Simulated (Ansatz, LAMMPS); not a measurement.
# Li+ triflate in gamma-butyrolactone and sulfolane and fluoroethylene carbonate at 370 K (233 atoms): a single point, part 2 of 2

What does DFT give for Li+ triflate in gamma-butyrolactone and sulfolane and fluoroethylene carbonate at 370 K (233 atoms) as built?

Ansatz 0.2.0; Kohn-Sham DFT, LDA, PAW (set soft_2), plane waves.

The cell: 45 O, 9 S, 65 C, 101 H, 11 F and 2 Li. The network of contacts between molecules at the start is that of the classical potential that made the cell. The functional has no dispersion term. The density was typed from a rule of thumb and may lie off the real one at this temperature. Sampling is at Γ alone, for a cell whose shortest periodic width is 14 Å.

So far. Step 3 (Plane-wave single point): Valence density in the ab plane at fractional z = 0.089, with atoms of O and H and S and C and F within 0.2 Å of it. It is the smooth field of the valence electrons, not physical close to the nuclei.

## (3) Plane-wave single point (continued)

Electrostatic potential energy in the ab plane at fractional z = 0.089, with atoms of O and H and S and C and F within 0.2 Å of it. With pseudopotentials it is smooth inside the atoms' cores, unlike the true potential.

Values in eV, 13 rows by 16 columns, each cell a mean:
```
  6   6   5   5   6   6   6   6  -1   1   6   5   1  -6 -12   2
  6   6   6   6   6   6   6   6   6   6   6   4 -20 -14   2   5
  5   6   6   3   5   6   6   5   5   5   5   4 -16  -5   5   6
  6   6   4 -25 -12   6   4 -10   3   4   1   4   3   4   6   6
  3  -1   4   0   3   5   3  -7  -1   1 -20   0   5   5   6   6
  1  -5   4  -2  -5   4  -6 -28 -13 -11 -13   2   5   6   6   6
  5   5   4   2   0   5  -7 -25 -12 -24  -9   5   5   1   5   5
  3   5   4   5   6   6   4   3   5   3   4   5   1 -29 -11  -2
 -7   5   5   5   6   6   6   6   1   5   5   5   4 -11 -33 -26
  5   4   5   5   3   5   5  -1 -31  -3   6   6   5 -16 -11   2
  1 -11   4   4   2   5   2 -11  -2   4   5   5   6   5   5   6
  5   3   3   3   6   6  -2 -28 -16  -2   5   5   3  -1   5   5
  6   5   1  -2   5   6   6   1 -28 -12   6   6   1 -17 -13   3
```
Columns run along a (14.0 Å; values clipped at the 3rd and 97th percentile), rows up along b (14.0 Å). Atoms in or near the plane, at fractional coordinates: O at (0.23, 0.72), H at (0.06, 0.60), H at (0.25, 0.54), S at (0.46, 0.53), C at (0.59, 0.51), H at (0.65, 0.66), H at (0.46, 0.70), H at (0.07, 0.18), H at (0.79, 0.78), H at (0.82, 0.06), F at (0.52, 0.26), O at (0.45, 0.12), F at (0.84, 0.41).

Mean Löwdin charges: C -0.09, F -0.24, H +0.22, Li +0.75, O -0.51, S +2.15 e (they miss 1.5 % of the electrons, so they add up to more than the cell's charge). The largest share in the top eV of filled states is O p (71 % of the projected weight), and in the lowest eV of empty states C p (50 % of the projected weight).

## (4) Local order

Bonds and neighbours are counted at the geometry of the runs.

Density 1.29 g/cm³, 11.65 Å³ an atom.

g(r), total and by pair (bins of 0.2 Å):

```csv
r (Å),total,H-H,H-C,H-O,H-F,H-S,H-Li
0.90,0.04,0.00,0.17,0.00,0.00,0.00,0.00
1.10,3.37,0.00,13.90,0.00,0.00,0.00,0.00
1.30,0.88,0.00,0.00,0.00,0.00,0.00,0.00
1.50,1.31,0.00,0.00,0.00,0.00,0.00,0.00
1.70,0.59,2.27,0.00,0.00,0.00,0.00,0.00
1.90,0.42,1.00,0.13,0.31,1.02,0.00,0.00
2.10,1.35,0.33,3.92,1.10,0.44,0.00,0.00
2.30,1.35,1.46,1.24,0.26,0.18,4.75,0.00
2.50,0.84,1.65,0.10,0.76,1.58,1.21,0.00
2.70,1.15,1.50,0.58,2.18,1.64,0.33,0.78
2.90,0.76,0.95,0.73,1.37,0.91,0.83,0.67
3.10,0.80,1.09,0.82,1.16,0.90,1.12,0.00
3.30,0.91,0.56,1.25,1.36,1.08,0.66,0.50
3.50,0.86,0.52,0.95,0.97,0.88,1.72,0.89
3.70,0.76,0.68,0.76,0.65,0.70,1.23,0.40
3.90,0.89,1.19,0.73,0.72,0.77,0.86,1.05
4.10,0.92,1.19,0.87,1.13,0.69,0.78,1.58
4.30,0.99,0.95,0.81,1.56,0.84,0.90,0.30
4.50,1.02,0.87,1.08,1.16,0.82,0.71,2.10
4.70,0.91,0.81,0.99,0.89,1.15,0.65,0.47
4.90,0.96,0.92,0.95,0.87,1.13,0.50,1.35
5.10,1.09,1.02,1.01,0.95,1.20,1.64,1.44
5.30,1.10,1.06,1.02,1.11,1.18,0.97,1.15
5.50,1.08,1.16,1.05,0.94,1.28,0.79,0.53
5.70,1.09,0.99,1.15,0.93,1.04,0.99,1.65
5.90,1.14,1.12,1.17,0.99,1.17,0.68,0.92
6.10,1.00,0.94,1.06,0.95,1.14,0.83,1.01
6.30,1.04,1.06,1.05,0.90,0.98,1.11,1.21
```

Bonds by pair of elements; cutoffs follow the first minimum of g(r), held within bounds set by covalent radii, and pairs that aren't listed don't count as bonded:

| pair A-B | cutoff (Å) | bonds | mean length (Å) | spread (Å) | shortest (Å) | B about A | A about B |
| --- | --- | --- | --- | --- | --- | --- | --- |
| H-C | 1.34 | 101 | 1.09 | 0.033 | 0.987 | 1 | 1.55 |
| C-C | 1.85 | 41 | 1.51 | 0.033 | 1.44 | 1.26 | 1.26 |
| C-O | 1.73 | 40 | 1.35 | 0.075 | 1.20 | 0.615 | 0.889 |
| C-F | 1.62 | 11 | 1.37 | 0.023 | 1.33 | 0.169 | 1 |
| C-S | 2.21 | 16 | 1.78 | 0.041 | 1.73 | 0.246 | 1.78 |
| O-S | 1.88 | 20 | 1.45 | 0.022 | 1.41 | 0.444 | 2.22 |
| O-Li | 2.27 | 7 | 1.95 | 0.059 | 1.84 | 0.156 | 3.5 |

How many atoms have how many bonded neighbours:

```
element  mean    1   2   3   4
      C  3.85    0   0  10  55
      F     1   11   0   0   0
      H     1  101   0   0   0
     Li   3.5    0   0   1   1
      O  1.49   23  22   0   0
      S     4    0   0   0   9
```

Bond angles (no mean is given where the spread exceeds 20°):

| angle | count | mean (°) | spread (°) |
| --- | --- | --- | --- |
| C-C-H | 149 | 111 | 5 |
| H-C-H | 48 | 109 | 5.7 |
| C-S-O | 34 | 108 | 3.8 |
| H-C-S | 28 | 109 | 3.3 |
| H-C-O | 25 | 111 | 5.3 |

Bond length by coordination (bonds to H left out):

| element | coordination | atoms | mean bond length (Å) |
| --- | --- | --- | --- |
| C | 3 | 10 | 1.34 |
| C | 4 | 55 | 1.52 |
| Li | 3 | 1 | 1.90 |
| Li | 4 | 1 | 1.99 |
| O | 1 | 23 | 1.38 |
| O | 2 | 22 | 1.48 |

Rings of the network by King's shortest-path rule, up to 12 atoms, one path for each pair of neighbours; H, halogens, alkali and alkaline-earth atoms are left out, and the last column divides by all other atoms, bonded or not:

```csv
ring size (atoms),rings,per network atom
5,17,0.143
```

For some of the pairs, g(r) has its first main peak near 1.8 Å (H-H), 1.1 Å (H-C) and 2.4 Å (H-S). With the cutoffs above, 85 % of C atoms have 4, all F atoms have 1, all H atoms have 1 and 50 % of Li atoms have 3 and as many 4 bonded neighbours. The C-C-H angle averages 111° with a spread of 5°. All rings counted have 5 atoms.

Local excerpt of 10 atoms (numbers count through the whole input) about C81, which bears the longest force; x, y, z are measured from there.

| atom | x | y | z | distance (Å) | bonds | Löwdin charge (e) | Fx | Fy | Fz (eV/Å) |
| --- | --- | --- | --- | --- | --- | --- | --- | --- | --- |
| C81 | 0.00 | 0.00 | 0.00 | 0.00 | 4 | -0.30 | 1.16 | 3.28 | 4.96 |
| H88 | -0.01 | -0.58 | -0.80 | 0.99 | 1 | 0.24 | -0.14 | -2.37 | -4.34 |
| H87 | 0.27 | 1.08 | -0.14 | 1.12 | 1 | 0.21 | -0.40 | -0.65 | -0.82 |
| C82 | -1.30 | -0.05 | 0.72 | 1.49 | 4 | -0.50 | -0.36 | 0.99 | 1.00 |
| C80 | 1.02 | -0.49 | 0.99 | 1.50 | 4 | -0.29 | -1.43 | -2.22 | 0.57 |
| H90 | -2.00 | 0.04 | -0.05 | 2.00 | 1 | 0.25 | -2.14 | -0.15 | -0.91 |
| H85 | 1.16 | 0.29 | 1.71 | 2.09 | 1 | 0.20 | 0.26 | 0.32 | 0.90 |
| H86 | 1.98 | -0.76 | 0.56 | 2.20 | 1 | 0.20 | 0.33 | -0.07 | -0.15 |
| H89 | -1.50 | 0.79 | 1.42 | 2.21 | 1 | 0.23 | 0.29 | 0.01 | -0.05 |
| C79 | 0.35 | -1.81 | 1.63 | 2.46 | 4 | -0.50 | -0.33 | 2.61 | -2.39 |

The column of bonds counts only the pairs H-C within 1.34 Å, C-C within 1.85 Å, C-O within 1.73 Å, C-F within 1.62 Å, C-S within 2.21 Å, O-S within 1.88 Å, O-Li within 2.27 Å; other neighbours, such as metal atoms beside each other in a compound, aren't counted, and periodic images can show an atom twice.

## (5) What came out

| Property | Result |
| --- | --- |
| free energy per atom | -254.4309 eV/atom |
| pressure | 0.2182 GPa |
| r.m.s. force component | 1.131 eV/Å |
| gap (highest filled to lowest empty level) | 3.833 eV |
| wall time of the 1 DFT run | 59 s |

What this shows: Between filled and empty levels lie 3.83 eV (at Γ alone); a local or semilocal functional tends to put such gaps too low. In a disordered cell it changes from sample to sample and from frame to frame. With the cutoffs above, 85 % of C atoms have 4, all F atoms have 1, all H atoms have 1 and 50 % of Li atoms have 3 and as many 4 bonded neighbours.

Caveats: The force components of 1.1 eV/Å r.m.s. come partly from thermal motion and partly from the difference between the classical potential and DFT, above all in bond lengths inside molecules. The pressure of a single frame lacks the kinetic term.

[Logs are printed without paths, hosts, clocks, repeated set-up lines and the standing remarks that a program may print on its own settings, such as how far it seeks lower states.]

[Hosts, paths, dates, database ids (printed as entryN), source tags and the programs' standing remarks are cut or masked in the printed files.]
